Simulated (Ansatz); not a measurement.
# SbAs (model cell, started as rocksalt type): following an unstable mode

Wanted: the energy along a soft mode of SbAs (model cell, started as rocksalt type) and the structure at the end.

Program: Ansatz 0.2.0. Level of theory: DFT PBEsol, scalar-relativistic, plane waves, PAW. Results are calculated unless marked as measured.

Report form: the programs' logs are mostly left out.

The structure was built from a prototype and need not be the compound's stable phase.

### 1. Starting point

It takes space group Fm-3m (No. 225, cubic). The conventional cell has a = 5.763 Å, b = 5.763 Å, c = 5.763 Å, α = 90.00°, β = 90.00°, γ = 90.00°. Nearest to Sb lie 6 As at 2.88 Å. Nearest to As lie 6 Sb at 2.88 Å. Farther neighbours are not listed.

### 2. Phonons on a q mesh

The cell comes from relaxations at this level that are not shown. Stability and thermal properties need the whole zone. Linear response on a 4×4×4 q mesh gives force constants as far as a supercell of that size would.

input.yaml reads:

```yaml
crystal:
  lattice:
    - [0.0, 2.8813061903, 2.8813061903]
    - [2.8813061903, 0.0, 2.8813061903]
    - [2.8813061903, 2.8813061903, 0.0]
  atoms:
    - { symbol: Sb, position: [0.0, 0.0, 0.0] }
    - { symbol: As, position: [0.5, 0.5, 0.5] }
kpoints:
  mp_grid: { grid: [12, 12, 12] }
hamiltonian:
  xc: pbesol
scf:
  occupations: { method: methfessel_paxton, width: 0.2 }
output:
  eigenvalues: true
phonons:
  method: dfpt
  qmesh: [4, 4, 4]
  temperatures: { t_max: 1000, t_step: 50 }
  qpath:
    path:
      - [[0.0, 0.0, 0.0], [0.5, 0.0, 0.5], [0.625, 0.25, 0.625]]
      - [[0.375, 0.375, 0.75], [0.0, 0.0, 0.0], [0.5, 0.5, 0.5], [0.5, 0.25, 0.75], [0.5, 0.0, 0.5]]
    npoints: 10
```

Launch:

```bash
ansatz run input.yaml --threads 4 --pin off --max-ram 7168MiB --backend cpu --events-out ev --progress --plain --runs-dir out
```

Run time: 5.1 min. Hardware: 4 threads of Arm Neoverse V2, shared host; peak memory 3.7 GiB; 20 min of CPU time.

Numbers from this step:

```yaml
volume_per_atom: 23.92 Å³
gap_on_the_k_mesh: 0 eV
sum_rule_residual_before_enforcement: 1.38e-5 eV/Å²
lowest_frequency_on_the_path: -143.4 cm⁻¹
point_group: m-3m
highest_frequency_on_the_path_or_at_a_solved_wavevector: 184.4 cm⁻¹
highest_optical_mode_at_the_zone_centre_no_lo_to_term: -143.4 cm⁻¹
lowest_optical_zone_centre_mode: -143.4 cm⁻¹
lowest_mode_on_the_q_mesh_acoustic_modes_at_gamma_apart: -143.4 cm⁻¹
```

Frequencies (cm⁻¹) solved at each irreducible wavevector; negative means imaginary. Frequencies by wavevector, by row:

```
q in reciprocal lattice units  star  mode 1  mode 2  mode 3  mode 4  mode 5  mode 6
                        0 0 0     1  -143.4  -143.4  -143.4       0       0       0
                     0 0 0.25     8      68      68      90   139.2   139.2   162.6
                     0 0 -0.5     4     109     109   145.9   147.2   147.2   163.7
                  0 0.25 0.25     6    34.6    34.6    62.8    62.8   115.4   142.3
                  0 0.25 -0.5    24    77.3    80.4    97.4   118.7   126.8   143.7
                 0 0.25 -0.25    12      55    62.6   103.7   130.9   137.4   152.4
                  0 -0.5 -0.5     3    42.6    42.6      62      89   100.8   100.8
              0.25 -0.5 -0.25     6    61.9    61.9      96      96   115.5   143.1
```

Interpolated from a 4×4×4 q mesh. Phonon branches along the path, in cm⁻¹:

```
    point  branch 1  branch 2  branch 3  branch 4  branch 5  branch 6
        Γ      -143      -143      -143         0         0         0
  halfway        35        35        63        63       115       142
        X        43        43        62        89       101       101
  halfway        54        61        66        91       110       121
        U        66        68        84        86       126       150
jump to K        66        68        84        86       126       150
  halfway        49        88        89       110       150       167
        Γ      -143      -143      -143         0         0         0
  halfway        68        68        90       139       139       163
        L       109       109       146       147       147       164
  halfway        78        87       110       122       135       149
        W        62        62        96        96       116       143
  halfway        58        66        76        93       105       135
        X        43        43        62        89       101       101
```

Symmetry leaves 8 wavevectors to solve. The lowest mode among them, the acoustic zeros apart, lies at Γ and is imaginary, 143.4i cm⁻¹, so the energy falls along it.

### 3. The mode frozen in, largest atomic shift 0 Å

The mode followed lies at Γ with frequency 143.4i cm⁻¹ and is 3-fold degenerate, the softest among the wavevectors solved. At small amplitude the distorted cell has space group no. 44 by a symmetry search on the positions. The undistorted cell that holds it gives the zero of energy on the same k mesh.

input.yaml, the sections that differ from step 2:

```yaml
output:
  forces: true
  stress: true
  eigenvalues: true
# crystal, kpoints, hamiltonian, scf: as in step 2
# phonons: removed
```

Elapsed: 0.87 s, on 4 threads; peak memory 0.38 GiB; 2.9 s of CPU time.

Numbers from this step:

```
pressure                         : 8.35e-5 GPa
energy from the undistorted cell : 0 meV/atom
```

The run ends at a pressure of 0.00 GPa.

### 4. The mode frozen in, largest atomic shift 0.14 Å

The atoms are moved along the unstable eigenvector, the largest shift by 0.14 Å, with the cell fixed.

input.yaml, the sections that differ from step 3:

```yaml
crystal:
  lattice:
    - [0.0, 2.8813061903, 2.8813061903]
    - [2.8813061903, 0.0, 2.8813061903]
    - [2.8813061903, 2.8813061903, 0.0]
  atoms:
    - { symbol: Sb, position: [0.0211410231, 0.0, 0.0] }
    - { symbol: As, position: [0.4656423362, 0.5, 0.5] }
# kpoints, hamiltonian, scf, output: as in step 3
```

It took 4.7 s on 4 threads; peak memory 0.55 GiB.

Numbers from this step:

| Item | Value |
| --- | --- |
| pressure | 1.549 GPa |
| energy from the undistorted cell | -24.58 meV/atom |

The energy, extrapolated to zero smearing, is -24.58 meV/atom against the undistorted cell.

The run ends at a pressure of 1.55 GPa, with forces up to 0.12 eV/Å.

### 5. Energy along the mode, all amplitudes (two of the runs are shown above)

An imaginary frequency means negative curvature, so the energy should fall and then rise again as anharmonic terms take over.

Numbers from this step:

```yaml
depth_at_the_lowest_point_sampled: 24.58 meV/atom
largest_atomic_shift_at_that_point: 0.14 Å
```

Table of energy from the parent by largest atomic shift:

```
largest atomic shift (Å)  energy from the parent (meV/atom)
                   0.000                                  0
                   0.040                              -3.57
                   0.080                              -12.7
                   0.140                              -24.6
                   0.220                              -12.1
                   0.320                               82.0
```

Displacement at unit largest shift by atom:

```
atom  x (Å)   y (Å)   z (Å)   size
 Sb1  0.000   0.435   0.435  0.615
 As2  0.000  -0.707  -0.707  1.000
```

The lowest of the steps tried is at 0.14 Å, 24.6 meV/atom below the parent; the bottom of the well need not coincide with a step.

### 6. Relaxing from the distorted cell

Starting from the lowest point found, all atoms and the cell are let go, so that strain and other modes of the same symmetry can join in.

Edit input.yaml of step 4 so:

```diff
@@ -18 +18,6 @@
   eigenvalues: true
+relax:
+  adjacent_minimum: "off"
+  f_tol: 0.002
+  max_steps: 120
+  cell: { stress_tol: 0.03 }
```

The job ended after 31 s (4 threads; peak memory 0.6 GiB).

Relaxation path:

```
step  energy less that of the first step (eV)  largest force component (eV/Å)  pressure (GPa)  volume (Å³)
   1                                   0.0000                          0.0834            1.55        47.84
   2                                  -0.0169                          0.0602           -1.24        50.56
   3                                  -0.0219                          0.0405           -0.29        49.89
   4                                  -0.0224                          0.0029            0.01        49.77
   5                                  -0.0224                          0.0001            0.00        49.79
  6*                                  -0.0228                          0.0001            0.00        49.79
```

Relaxation steps marked * repeat the geometry before them on a plane-wave basis chosen anew for their cell, so energy and pressure can jump there.

The run keeps the 4 symmetry operations that it works with, so distortions that break them were not tested.

```
conventional cell, symmetrised  before  after  change
                         a (Å)   4.075  4.030  -1.1 %
                         b (Å)   5.763  5.796  +0.6 %
                         c (Å)   4.075  4.264  +4.6 %
              volume (Å³/atom)   23.92  24.90  +4.1 %
```

The atoms that moved most (Å, as changes of fractional coordinates times the final cell):

```
atom     dx      dy      dz  length
 Sb1  0.000   0.032   0.032   0.046
 As2  0.000  -0.032  -0.032   0.046
```

Final coordinates:

```xyz
2
Lattice="0.0000 3.0148 3.0148 2.8979 0.0826 2.9322 2.8979 2.9322 0.0826" Properties=species:S:1:pos:R:3 pbc="T T T"
Sb    0.0000    0.0962    0.0962
As    2.8979    2.8788    2.8788
```

Numbers from this step:

* pressure: -0.001292 GPa
* volume per atom: 24.90 Å³

The distorted start has space group Imm2; the relaxation ends in Imm2.

### 7. The new phase in its own primitive cell

The relaxed structure is symmetrised, reduced to its primitive cell and relaxed tightly, as its phonons need.

input.yaml, the sections that differ from step 6:

```yaml
crystal:
  lattice:
    - [-2.0149292341, 2.8979131942, 2.1317802712]
    - [2.0149292341, -2.8979131942, 2.1317802712]
    - [2.0149292341, 2.8979131942, -2.1317802712]
  atoms:
    - { symbol: Sb, position: [0.9681063454, 0.9681063454, 0.0] }
    - { symbol: As, position: [0.5451102953, 0.0451102953, 0.5] }
kpoints:
  mp_grid: { grid: [14, 14, 14] }
relax:
  adjacent_minimum: "off"
  f_tol: 0.001
  max_steps: 60
  cell: { stress_tol: 0.01 }
# hamiltonian, scf, output: as in step 6
```

The job ended after 45 s (4 threads; peak memory 0.74 GiB).

Little changed from the start: no atom moved by 0.005 Å and no cell edge by 0.1 %.

Numbers from this step:

```
pressure        : -3.61e-4 GPa
volume per atom : 24.89 Å³
```

The largest force component left is 0.58 meV/Å and the pressure is 0.000 GPa, within the tolerances set. The cell now holds 24.89 Å³/atom.

### 8. Modes of the new phase, k-mesh 14×14×14

A relaxed structure may still be a saddle point, so its zone-centre modes are computed. No field response is asked, since the mesh shows no gap.

input.yaml, the sections that differ from step 7:

```yaml
crystal:
  lattice:
    - [-2.013019337, 2.8986509363, 2.1328800021]
    - [2.013019337, -2.8986509363, 2.1328800021]
    - [2.013019337, 2.8986509363, -2.1328800021]
  atoms:
    - { symbol: Sb, position: [0.9682212703, 0.9682212703, 0.0] }
    - { symbol: As, position: [0.5449953704, 0.0449953704, 0.5] }
output:
  eigenvalues: true
phonons:
  method: dfpt
# kpoints, hamiltonian, scf: as in step 7
# relax: removed
```

The job ended after 59 s (4 threads; peak memory 1.4 GiB; 3.7 min of CPU time).

This step gave:

```yaml
sum_rule_residual_before_enforcement: 7.25e-5 eV/Å²
point_group: mm2
highest_optical_mode_at_the_zone_centre_no_lo_to_term: 174.0 cm⁻¹
lowest_optical_zone_centre_mode: -19.43 cm⁻¹
```

Patterns of degenerate modes are one choice out of their space. The modes at Γ (shares of kinetic energy by element, %) (negative means imaginary):

```
mode  frequency (cm⁻¹)  symmetry  Sb %  As %
   1             -19.4        B2    38    62
   2               0.0  acoustic    62    38
   3               0.0  acoustic    62    38
   4               0.0  acoustic    62    38
   5             131.9        B1    38    62
   6             174.0        A1    38    62
```

Displacements in mode 1 (-19.4 cm⁻¹), the largest set to 1:
```
Sb1  0.00 -0.62  0.00
As2  0.00  1.00  0.00
```

Displacements in mode 5 (131.9 cm⁻¹), the largest set to 1:
```
Sb1 -0.62  0.00  0.00
As2  1.00  0.00  0.00
```

Before it was imposed, the acoustic sum rule was missed by 7.2e-5 eV/Å². Small misses are needed for a sound result but don't prove that mesh and cutoff are converged. The lowest optical mode is imaginary, 19.4i cm⁻¹, so the energy falls along it.

### 9. The phases reached

The phases reached along the modes that were followed are set side by side.

Energies are those of the first relaxation, on the mesh of the frozen mode; space group, volume and gap are those of the last relaxation. Phases, by row:

```
          mode frozen in  space group  energy from parent (meV/atom)  volume (Å³/atom)  gap on mesh (eV)  lowest zone-centre optical mode (cm⁻¹)  largest shift (Å)
                  parent        Fm-3m                              0             23.92                 0                                       –                  –
q = (0, 0, 0), 143i cm⁻¹         I4mm                         -23.95              24.6                 0                                   -82.9              0.137
q = (0, 0, 0), 143i cm⁻¹          R3m                          -41.2             25.01                 0                                     122              0.172
q = (0, 0, 0), 143i cm⁻¹         Imm2                         -35.99             24.89                 0                                   -19.4              0.164
```

### 10. What came out

```
unstable mode of the parent                                                      : q = (0, 0, 0), 143i cm⁻¹
depth at the lowest point sampled                                                : 24.6 meV/atom
largest atomic shift at that point                                               : 0.14 Å
space group reached (within 0.01 Å)                                              : Imm2
energy gained over the parent (first relaxation, on the mesh of the frozen mode) : 36.0 meV/atom
volume per atom, phase reached                                                   : 24.9 Å³
lowest optical zone-centre mode, phase reached                                   : -19.4 cm⁻¹
highest optical mode at the zone centre (no LO-TO term), phase reached           : 174 cm⁻¹
```

**Reading.** Along this mode the structure falls into Imm2, 36.0 meV/atom below the parent. At the parent's cell the well is 24.58 meV/atom deep on the steps tried, with its lowest point at a shift of 0.14 Å. Relaxing atoms and cell changes the gain by +11.41 meV/atom against the lowest step (energies at zero smearing). The new phase still has an imaginary mode at the zone centre of its cell, so it is a saddle point on the way to a lower structure. Of the 3 patterns followed to their end from this parent, this one ends 5.20 meV/atom above the lowest, R3m. Each path keeps the symmetry of its pattern, so a lower phase may lie along a pattern not tried. With no gap, or one that is small against the smearing, the frequencies hang on the k mesh and the smearing, most of all near Kohn anomalies. A semilocal functional can close a gap that the real compound would have, so the metallic treatment may be an artefact of the level. Spin-orbit coupling is left out, which can matter for the heavy elements here. A phonon run warned that its eigensolver left some bands unconverged in a pass. The starting cell was built on a prototype and not taken from a measurement, so the phase need not exist.

[Logs are printed without paths, hosts, clocks, repeated set-up lines and the standing remarks that a program may print on its own settings, such as how far it seeks lower states.]

[Hosts, paths, dates, database ids (printed as entryN), source tags and the programs' standing remarks are cut or masked in the printed files.]
